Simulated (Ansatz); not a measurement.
# CaMgZnAs2 (built on the sites of a database entry of CaZn2As2): phonons and vibrational spectra, part 2 of 3

Aim: the vibrations of CaMgZnAs2 (built on the sites of a database entry of CaZn2As2), their spectra, and whether the structure is stable.

Ansatz 0.2.0; DFT PBE, scalar-relativistic, plane waves, norm-conserving pseudopotentials.

So far. Step 3 (Relaxing to small forces for the phonons): The largest force component left is 0.38 meV/Å and the pressure is 0.001 GPa, within the tolerances set. The cell now holds 22.44 Å³/atom. The relaxed cell has a = 4.276, c = 7.087 Å (conventional setting).

The structure was built from a prototype and need not be the compound's stable phase.

### 4. Modes at Γ

The zone centre comes first: it holds the modes that light can see, as far as symmetry allows. The response to a homogeneous field gives the Born charges and the dielectric tensor.

File input.yaml:

```yaml
crystal:
  lattice:
    - [4.2759081808, -2.906e-06, 0.0]
    - [-2.1379515737, 3.7030465618, 0.0]
    - [0.0, 0.0, 7.0871332343]
  atoms:
    - { symbol: Ca, position: [0.0, 0.0, 0.0011384031] }
    - { symbol: Mg, position: [0.3333333333, 0.6666666667, 0.6275846746] }
    - { symbol: Zn, position: [0.6666666667, 0.3333333333, 0.3702026875] }
    - { symbol: As, position: [0.3333333333, 0.6666666667, 0.2523437709] }
    - { symbol: As, position: [0.6666666667, 0.3333333333, 0.7487304639] }
kpoints:
  mp_grid: { grid: [6, 6, 4] }
hamiltonian:
  xc: pbe
  pseudopotentials: { kind: nc }
scf:
  occupations: { method: fixed }
output:
  eigenvalues: true
phonons:
  method: dfpt
  dielectric: true
  rigid_motions: translations
```

Run with:

```console
$ ansatz run input.yaml --threads 8 --pin off --max-ram 14336MiB --backend cpu --events-out ev --progress --plain --runs-dir out
```

Numbers of over 12 decimals in the logs are rounded to 6 here.

The program printed:

```text
[...]
Crystal: 5 atoms, lattice volume = 112.217 Å³
Basis set: ecut = 1142.878222 eV, 9849 PW (Γ), exchange–correlation on 96×96×160 points (8 copies of the dense FFT grid, shifted against one another)
Bands: 42, of which v1, the nominal top of the filled ones, is band 35 counted from 1 (34 counted from 0)
Symmetry: 6 space group operations
k-points: 47 of 144 (irreducible under 2 space group operations, time reversal used)
[...]
SCF iter   1: F=—  HF=-14135.419828 eV  |F-HF|=—  |Δ(HF+E_count)|=         —  Δρ=5.59e-2  dr2=7.00e0  ethr=3.10e-3  ⟨swp⟩=9.2  Hψ=9560  notcnv=0  defer=216
[...]
SCF iter  12: F=-14133.696508 eV  HF=-14133.696508 eV  |F-HF|=7.28e-12  |Δ(HF+E_count)|=  3.75e-10  Δρ=1.85e-7  dr2=4.45e-11  ethr=1.00e-12  ⟨swp⟩=22.1  Hψ=19286  notcnv=0
SCF 1 converged in 12 iterations: F = -14133.696508 eV  dr2 = 4.45e-11
  Residual-converged pass: ⟨swp⟩=1.1  Hψ=2168  notcnv=0  max |occ|·‖R‖ = 7.0e-9 eV (tolerance 1.0e-8 eV)  dr2=4.45e-11  max |Δocc| = 0.0e0
DFPT response loops at Γ: preconditioner auto → Resta (q_TF=auto, 2.522 Å⁻¹)  ε∞=9.6 (no band partly filled); β = 1.00, the filter's whole step (`scf.mixing.beta` (0.50) is not read by the response loops at its default; to damp them type it under 1.00, their step now; it binds the ground state too); Broyden in place of MSR1
── the response to a field inside a basis, on 14×14×8 k-points: an SCF that follows is theirs, and a resumed run solves both again ──
Bands: 36, of which v1, the nominal top of the filled ones, is band 35 counted from 1 (34 counted from 0)
k-points: 420
[...]
Eigensolver: Dense (420 Hₖ)
SCF iter   1: F=—  HF=-14133.541147 eV  |F-HF|=—  |Δ(HF+E_count)|=         —  Δρ=5.58e-4  dr2=1.33e-4  ethr=1.00e-1
[...]
SCF iter   5: F=-14133.541165 eV  HF=-14133.541165 eV  |F-HF|=2.48e-8  |Δ(HF+E_count)|=   1.95e-7  Δρ=4.65e-6  dr2=3.77e-8  ethr=6.90e-10
SCF 1 converged in 5 iterations: F = -14133.541165 eV  dr2 = 3.77e-8
[...]
WARN: field response: inside a basis, on 14×14×8 points, no mesh in reach settles it: take ε∞, Z* and everything formed from them with what they may err, as stated (eps_inf_uncertainty, zstar_uncertainty_e), and compare with field_mesh: kpoints on a denser kpoints.mp_grid
WARN: field response: ε∞ stands inside a basis, on 14×14×8 points; the force constants stand on the 6×6×4 k-mesh, whose period is 8.23 times the interband length at k = (0.0000, 0.0000, 0.0000), direct gap 0.646 eV, under 14: take them and everything formed from them as unconverged, and compare with a denser kpoints.mp_grid
SCF converged after 12 iterations
Free energy (F): -14133.696508 eV
[...]
Internal energy: -14133.696508 eV  (E = F + TS)
E sigma→0 (E₀):  -14133.696508 eV
Fermi energy:    8.673063 eV
[...]
--- Band table (eV; the first three rows and the last of 47) ---
  k-point 0: bands = [... 31 lower, 7.5020, 8.6414, 8.6731, 8.6731, 9.3191, 10.6284, 11.2778, 11.6304, ... 3 higher]
  k-point 1: bands = [... 31 lower, 7.6262, 7.6262, 8.4405, 8.4405, 9.7280, 11.0750, 11.6018, 11.6018, ... 3 higher]
  k-point 2: bands = [... 31 lower, 7.8963, 7.8963, 8.0748, 8.0748, 9.8318, 11.1682, 11.5308, 11.5308, ... 3 higher]
  k-point 46: bands = [... 31 lower, 5.9343, 6.3667, 6.9433, 7.2632, 10.7849, 11.2781, 11.9505, 12.4709, ... 3 higher]
--- Phonons (Γ-DFPT): 10 representative perturbations + reference, on 47 of 144 k-points (Σ response iterations 38) ---
  k mesh reduced under 2 symmetry operations, with k and −k counted as one. Each operation leaves every solved perturbation unchanged. A smaller set is not considered because the run solves the response to a homogeneous field
  ASR residual: 1.858e-2 → 0.000e0 eV/Å²; symmetrization residual: 3.305e-4 eV/Å²
  ASR residual per site (eV/Å²): 1.86e-5 1.86e-2 1.56e-4 1.05e-4 1.59e-4
  Γ frequencies (cm⁻¹): 0.00 0.00 0.00 91.24 91.24 134.76 139.89 139.89 162.85 166.85 166.85 186.96 275.01 275.01 282.74
  ε∞ (high-frequency dielectric tensor):
       11.411293     0.000000     0.000000
       -0.000000    11.411293    -0.000000
        0.000000    -0.000000    11.027736
  ε⁰ (static dielectric tensor: ions relaxed, cell fixed):
       18.853806     0.000000    -0.000000
        0.000000    18.853806     0.000000
       -0.000000     0.000000    21.536614
  ε⁰ − ε∞ (ionic part):
        7.442513     0.000000    -0.000000
        0.000000     7.442513     0.000000
       -0.000000     0.000000    10.508878
  softest optical mode at Γ: 91.24 cm⁻¹; the repairs (sum rule, projections) moved no ω² at Γ by more than (16.23 cm⁻¹)²
  Born effective charges Z* (e; rows j = field, columns β = displacement):
    site 0:
         2.37344   -0.00000    0.00000
         0.00000    2.37344    0.00000
        -0.00000    0.00000    3.15078
    site 1:
         1.78918   -0.00000    0.00000
         0.00000    1.78918   -0.00000
         0.00000   -0.00000    1.49324
    site 2:
         2.07919   -0.00000    0.00000
         0.00000    2.07919   -0.00000
         0.00000   -0.00000    1.73977
    site 3:
        -3.38942    0.00000   -0.00000
        -0.00000   -3.38942    0.00000
        -0.00000    0.00000   -2.98168
    site 4:
        -2.85239    0.00000   -0.00000
         0.00000   -2.85239    0.00000
         0.00000    0.00000   -3.40211
  Z* charge neutrality: 1.840e-2 e pre-enforcement
  solved inside a basis spanned on kpoints, on 14×14×8 k-points transformed towards the longest dipole, which do not settle them: ε∞ is read to err by 1.5e-1, Z* by 1.4e-1 e (field_mesh: kpoints solves on kpoints); Z* is corrected for what the basis lacks
  optical modes at Γ without the LO–TO term, one row a degenerate level:
      ω (cm⁻¹)  modes    IR ((D/Å)²/amu)
         91.24      2             0.0243
        134.76      1             4.8214
        139.89      2             0.5985
        162.85      1             1.5434
        166.85      2            17.2529
        186.96      1             7.3714
        275.01      2             9.8238
        282.74      1             1.4649
  optical modes at Γ + LO–TO along q̂ = [1.0000, 0.0000, 0.0000]:
      ω (cm⁻¹)  modes    IR ((D/Å)²/amu)
         91.24      1             0.0122
         91.29      1             0.0034
        134.76      1             4.8214
        139.89      1             0.2993
        140.50      1             0.0347
        162.85      1             1.5434
        166.85      1             8.6265
        186.96      1             7.3714
[...]
optical modes at Γ + LO–TO along q̂ = [0.0000, 1.0000, 0.0000]:
      ω (cm⁻¹)  modes    IR ((D/Å)²/amu)
[...]
199.46      1             5.5427
        275.01      1             4.9119
        282.74      1             1.4649
        294.23      1             8.2690
  optical modes at Γ + LO–TO along q̂ = [0.0000, 0.0000, 1.0000]:
      ω (cm⁻¹)  modes    IR ((D/Å)²/amu)
         91.24      2             0.0243
        139.89      2             0.5985
        146.52      1             0.6213
        166.85      2            17.2529
        166.92      1             0.3187
        228.22      1            10.0317
        275.01      2             9.8238
        290.45      1             4.2294
```

It took 8.6 min on 8 threads of Arm Neoverse N1, shared host; peak memory 7.1 GiB.

The column dr2 measures how far the density is from self-consistency, as an energy; F and HF (Harris–Foulkes) agree once it is small.

Numbers from this step:

```yaml
sum_rule_residual_before_enforcement: 0.01858 eV/Å²
miss_of_the_charge_sum_rule: 0.01840 e
estimated_error_of_the_dielectric_tensor: 0.1457
estimated_error_of_the_born_charges: 0.1394 e
point_group: 3m
highest_optical_mode_at_the_zone_centre_no_lo_to_term: 282.7 cm⁻¹
lowest_optical_zone_centre_mode: 91.24 cm⁻¹
mean_high_frequency_dielectric_constant: 11.28
largest_born_charge_third_of_the_trace: -3.254 e
mean_static_dielectric_constant: 19.75
top_of_the_zone_centre_spectrum_with_the_field: 294.2 cm⁻¹
```

Without the LO-TO term. Patterns of degenerate modes are one choice out of their space. The modes at Γ (shares of kinetic energy by element, %):

```
mode  frequency (cm⁻¹)  symmetry  Ca %  Mg %  Zn %  As %
   1               0.0  acoustic    14     9    23    54
   2               0.0  acoustic    14     9    23    54
   3               0.0  acoustic    14     9    23    54
   4              91.2         E     2    10    23    65
   5              91.2         E     2    10    23    65
   6             134.8        A1     2     4    67    28
   7             139.9         E    63     3    21    12
   8             139.9         E    63     3    21    12
   9             162.8        A1     5     4     1    89
  10             166.8         E    20     0    32    48
  11             166.8         E    20     0    32    48
  12             187.0        A1    67     4     8    21
  13             275.0         E     0    78     0    22
  14             275.0         E     0    78     0    22
  15             282.7        A1    11    79     1     8
```

Displacements in mode 5 (91.2 cm⁻¹), the largest set to 1:
```
Ca1  0.13  0.31  0.00
Mg2  0.36  0.87  0.00
Zn3 -0.33 -0.80  0.00
As4 -0.31 -0.75  0.00
As5  0.41  1.00  0.00
```

Displacements in mode 8 (139.9 cm⁻¹), the largest set to 1:
```
Ca1  0.03  1.00  0.00
Mg2 -0.01 -0.29  0.00
Zn3 -0.01 -0.46  0.00
As4  0.01  0.20  0.00
As5 -0.01 -0.25  0.00
```

High-frequency dielectric tensor, which the program warns is not settled by the k meshes in reach. Tensor:

|  | x | y | z |
| --- | --- | --- | --- |
| x | 11.41 | 0 | 0 |
| y | 0 | 11.41 | 0 |
| z | 0 | 0 | 11.03 |

Static dielectric tensor, which the program warns is not settled by the k meshes in reach. Tensor:

```
       x      y      z
x  18.85      0      0
y      0  18.85      0
z      0      0  21.54
```

Optical modes at the zone centre, without and with the macroscopic field of the longitudinal modes; each column is sorted by frequency, so a row need not hold one and the same mode. Modes with and without the field, by row:

```csv
rank among optical modes,no field (cm⁻¹),"q along (1, 0, 0) (cm⁻¹)","q along (0, 0, 1) (cm⁻¹)"
1,91.2,91.2,91.2
2,91.2,91.3,91.2
3,134.8,134.8,139.9
4,139.9,139.9,139.9
5,139.9,140.5,146.5
6,162.8,162.8,166.8
7,166.8,166.8,166.8
8,166.8,187,166.9
9,187,199.5,228.2
10,275,275,275
11,275,282.7,275
12,282.7,294.2,290.4
```

Born charge (rows field, columns displacement) (e), principal values of the symmetric part by kind of site:

```csv
atom,atoms with these values,low,middle,high,mean
Ca1,1,2.37,2.37,3.15,2.63
Mg2,1,1.49,1.79,1.79,1.69
Zn3,1,1.74,2.08,2.08,1.97
As4,1,-3.39,-3.39,-2.98,-3.25
As5,1,-3.40,-2.85,-2.85,-3.04
```

In full for Mg2:

```
1.79 0.00 0.00
0.00 1.79 0.00
0.00 0.00 1.49
```

Transverse modes. Lines of the infrared spectrum (strongest = 100):

```
position (cm⁻¹)  label  relative intensity
             91      E                 0.1
            135     A1                  28
            140      E                 3.5
            163     A1                 8.9
            167      E                 100
            187     A1                  43
            275      E                  57
            283     A1                 8.5
```

Before it was imposed, the acoustic sum rule was missed by 0.019 eV/Å² and the charge sum rule by 0.018 e. Small misses are needed for a sound result but don't prove that mesh and cutoff are converged. The lowest optical mode is real, 91.2 cm⁻¹.

The log warns of the k mesh: “the force constants stand on the 6×6×4 k-mesh, whose period is 8.23 times the interband length at k = (0.0000, 0.0000, 0.0000), direct gap 0.646 eV, under 14: take them and everything formed from them as unconverged”.

[end of part 2 of 3]

[Logs are printed without paths, hosts, clocks, repeated set-up lines and the standing remarks that a program may print on its own settings, such as how far it seeks lower states.]

[Hosts, paths, dates, database ids (printed as entryN), source tags and the programs' standing remarks are cut or masked in the printed files.]
